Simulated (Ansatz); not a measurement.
# KLuSeS (built on the sites of a database entry of KLuS2): the cell at rest

Task: relax KLuSeS (built on the sites of a database entry of KLuS2) tightly.

Calculated with Ansatz 0.2.0; DFT PBEsol, scalar-relativistic, plane waves, PAW.

Report form: the programs' logs are mostly left out.

The structure was built from a prototype and need not be the compound's stable phase.

### Step 1. The starting structure

Symmetry: R3m, No. 160, trigonal system. Conventional cell: a = 3.983 Å, b = 3.983 Å, c = 22.062 Å, α = 90.00°, β = 90.00°, γ = 120.00°. K has 3 S at 3.18 Å and 3 Se at 3.18 Å nearest. Lu has 3 Se at 2.73 Å and 3 S at 2.73 Å nearest. Nearest to S lie 3 Lu at 2.73 Å and 3 K at 3.18 Å. Nearest to Se lie 3 Lu at 2.73 Å and 3 K at 3.18 Å. Farther neighbours and most contacts between anions are not listed.

### Step 2. A coarse first look

A quick single point on a coarse mesh tells whether the cell has a gap and how far it is from rest, which sets the k mesh and smearing that follow.

Contents of input.yaml:

```yaml
crystal:
  lattice:
    - [1.99173, 1.14993, 7.35396]
    - [-1.99173, 1.14993, 7.35396]
    - [0.0, -2.29985, 7.35396]
  atoms:
    - { symbol: K, position: [0.0, 0.0, 0.0] }
    - { symbol: Lu, position: [0.5, 0.5, 0.5] }
    - { symbol: S, position: [0.23369, 0.23369, 0.23369] }
    - { symbol: Se, position: [0.76631, 0.76631, 0.76631] }
kpoints:
  mp_grid: { grid: [6, 6, 6] }
hamiltonian:
  xc: pbesol
scf:
  occupations: { method: gaussian, width: 0.1 }
output:
  forces: true
  stress: true
  eigenvalues: true
```

Launch:

```bash
ansatz run input.yaml --threads 8 --pin off --max-ram 14336MiB --backend cpu --events-out ev --progress --plain --runs-dir out
```

Run time: 1.6 s. Hardware: 8 threads of Arm Neoverse V2, shared host; peak memory 0.49 GiB; 11 s of CPU time.

This step gave:

- pressure: 0.6806 GPa
- gap on the k-mesh: 1.921 eV
- volume per atom: 25.26 Å³
- direct gap on mesh: 2.859 eV

The coarse mesh shows a gap of 1.92 eV and a pressure of 0.7 GPa.

### Step 3. Rough relaxation

A rough relaxation comes first, because large forces or stress need no tight tolerances yet.

Changes to input.yaml since step 2:

```diff
@@ -20 +20,6 @@
   eigenvalues: true
+relax:
+  adjacent_minimum: "off"
+  f_tol: 0.05
+  max_steps: 80
+  cell: { stress_tol: 0.5 }
```

The job ended after 7.5 s (8 threads; peak memory 0.56 GiB).

Step by step:

```tsv
step	energy less that of the first step (eV)	largest force component (eV/Å)	pressure (GPa)	volume (Å³)
1	0.0000	1.0854	0.68	101.06
2	0.0801	1.6426	-0.63	102.54
3	-0.0543	0.0362	-0.10	101.95
4*	-0.0544	0.0362	-0.10	101.95
```

Relaxation steps marked * repeat the geometry before them on a plane-wave basis chosen anew for their cell, so energy and pressure can jump there. Relaxation step 2 was tried and not accepted.

The run keeps the 6 symmetry operations that it works with, so distortions that break them were not tested.

```tsv
conventional cell, symmetrised	before	after	change
a (Å)	3.983	4.001	+0.4 %
b (Å)	3.983	4.001	+0.4 %
c (Å)	22.062	22.061	-0.0 %
volume (Å³/atom)	25.26	25.49	+0.9 %
```

The atoms that moved most (Å, as changes of fractional coordinates times the final cell):

```tsv
atom	dx	dy	dz	length
Lu2	0.000	0.000	0.077	0.077
K1	0.000	0.000	-0.050	0.050
Se4	0.000	0.000	-0.019	0.019
S3	0.000	0.000	-0.009	0.009
```

This step gave:

* pressure: -0.1032 GPa
* gap on the k-mesh: 1.860 eV
* volume per atom: 25.49 Å³
* direct gap on mesh: 2.767 eV

In this step the volume went from 25.26 to 25.49 Å³/atom.

### Step 4. Relaxation

Harmonic phonons are second derivatives at a point where the forces vanish, and they are wanted at zero stress, so atoms and cell are relaxed first.

Contents of input.yaml:

```yaml
crystal:
  lattice:
    - [2.0005113759, 1.154997448, 7.3536112948]
    - [-2.0005113759, 1.154997448, 7.3536112948]
    - [0.0, -2.3099898962, 7.3536120801]
  atoms:
    - { symbol: K, position: [-0.0022759234, -0.0022759234, -0.0022759234] }
    - { symbol: Lu, position: [0.5035099017, 0.5035099017, 0.5035099017] }
    - { symbol: S, position: [0.2333019773, 0.2333019773, 0.2333019773] }
    - { symbol: Se, position: [0.7654640444, 0.7654640444, 0.7654640444] }
kpoints:
  mp_grid: { grid: [9, 9, 9] }
hamiltonian:
  xc: pbesol
scf:
  occupations: { method: gaussian, width: 0.02 }
output:
  forces: true
  stress: true
  eigenvalues: true
relax:
  adjacent_minimum: "off"
  f_tol: 0.005
  max_steps: 80
  cell: { stress_tol: 0.05 }
```

Run time: 21 s. Hardware: 8 threads; peak memory 0.69 GiB; 2.6 min of CPU time.

Step by step:

```tsv
step	energy less that of the first step (eV)	largest force component (eV/Å)	pressure (GPa)	volume (Å³)
1	0.0000	0.0338	-0.12	101.95
2	-0.0009	0.0527	0.02	101.56
3	-0.0013	0.0135	0.05	101.64
4	-0.0013	0.0021	0.01	101.70
5*	-0.0013	0.0021	0.01	101.70
```

Relaxation steps marked * repeat the geometry before them on a plane-wave basis chosen anew for their cell, so energy and pressure can jump there.

The run keeps the 6 symmetry operations that it works with, so distortions that break them were not tested.

```tsv
conventional cell, symmetrised	before	after	change
a (Å)	4.001	3.985	-0.4 %
b (Å)	4.001	3.985	-0.4 %
c (Å)	22.061	22.183	+0.6 %
volume (Å³/atom)	25.49	25.43	-0.2 %
```

This step gave:

```yaml
pressure: 0.009324 GPa
gap_on_the_k_mesh: 1.858 eV
volume_per_atom: 25.43 Å³
direct_gap_on_mesh: 2.753 eV
```

In this step the volume went from 25.49 to 25.43 Å³/atom.

### Step 5. Tight relaxation

Phonons need a cell at rest on their own settings, so the relaxation is repeated with tight tolerances on forces and stress on the k mesh and occupations of the first response run.

Contents of input.yaml:

```yaml
crystal:
  lattice:
    - [1.9926056953, 1.1504331104, 7.3942038169]
    - [-1.9926056953, 1.1504331104, 7.3942038169]
    - [0.0, -2.3008611934, 7.3942045991]
  atoms:
    - { symbol: K, position: [-0.0022961936, -0.0022961936, -0.0022961936] }
    - { symbol: Lu, position: [0.5034040322, 0.5034040322, 0.5034040322] }
    - { symbol: S, position: [0.2334005359, 0.2334005359, 0.2334005359] }
    - { symbol: Se, position: [0.7654916255, 0.7654916255, 0.7654916255] }
kpoints:
  mp_grid: { grid: [9, 9, 9] }
hamiltonian:
  xc: pbesol
scf:
  occupations: { method: fixed }
output:
  forces: true
  stress: true
  eigenvalues: true
relax:
  adjacent_minimum: "off"
  f_tol: 0.001
  max_steps: 60
  cell: { stress_tol: 0.01 }
```

Wall time 19 s (8 threads); peak memory 0.69 GiB; 2.4 min of CPU time.

Little changed from the start: no atom moved by 0.005 Å and no cell edge by 0.1 %.

Numbers from this step:

| Item | Value |
| --- | --- |
| pressure | -2.88e-4 GPa |
| gap on the k-mesh | 1.859 eV |
| direct gap on mesh | 2.754 eV |

The largest force component left is 0.099 meV/Å and the pressure is 0.000 GPa, within the tolerances set. The cell now holds 25.43 Å³/atom.

### Step 6. Summary of results

* space group after relaxation (within 0.01 Å): R3m
* lattice constant a: 3.985 Å
* lattice constant b: 3.985 Å
* lattice constant c: 22.185 Å
* volume per atom: 25.4 Å³
* gap on the k-mesh: 1.86 eV

In words: The largest force component left is 0.099 meV/Å and the pressure is 0.000 GPa, within the tolerances set. The cell now holds 25.43 Å³/atom. The relaxation keeps the symmetry of its start, so it says nothing on stability against lower symmetry. Spin-orbit coupling is left out, which can matter for the heavy elements here. The starting cell was built on a prototype and not taken from a measurement, so the phase need not exist.

[Logs are printed without paths, hosts, clocks, repeated set-up lines and the standing remarks that a program may print on its own settings, such as how far it seeks lower states.]

[Hosts, paths, dates, database ids (printed as entryN), source tags and the programs' standing remarks are cut or masked in the printed files.]
